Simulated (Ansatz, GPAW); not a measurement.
# Polarising a 8-layer slab of Ag(111) with a field along the normal

The dipole of the cell at several fields, atoms fixed. What does the strongest field give, and what length does the slope stand for?

How it was computed: GPAW 26.7.0, plane waves (400 eV), PAW setups, PBE, 12×12 mesh, a dipole layer in the vacuum; geometry relaxed without an applied field with Ansatz 0.2.0. The cell's area is 7.24 Å², and e/ε0 = 180.95 V Å.

Results, with one row withheld:

```
field (V/Å)  dipole (e Å)
       −0.2       −0.1620
       −0.1       −0.0817
      −0.05       −0.0416
       0.05        0.0387
        0.1        0.0789
        0.2        0.1592
        0.3             ?
```

Q: What is the dipole at 0.3 V/Å?

Worked answer. A line through the 6 points has the slope α = 0.803 e Å per V/Å and the intercept p₀ = −0.0014 e Å (r.m.s. residual 2.4e−05). At 0.3 V/Å it gives p = −0.0014 + 0.803 × 0.3 = 0.2395 e Å; the run gives 0.2395 e Å, so the response stays linear to 0.0 % of the induced part. Dividing by ε0 and the area: α/(ε0 A) = 0.803 × 180.95 / 7.24 = 20.06 Å, against 16.74 Å between the outer nuclei. A metal screens fully, so the excess of 3.32 Å puts the image planes about 1.66 Å outside the outer atoms on average.

Caveats: This is the electronic response alone; ions that move would add to it in polar layers. No run was spin-polarised, so magnetic states weren't tested.

[Logs are printed without paths, hosts, clocks, repeated set-up lines and the standing remarks that a program may print on its own settings, such as how far it seeks lower states.]
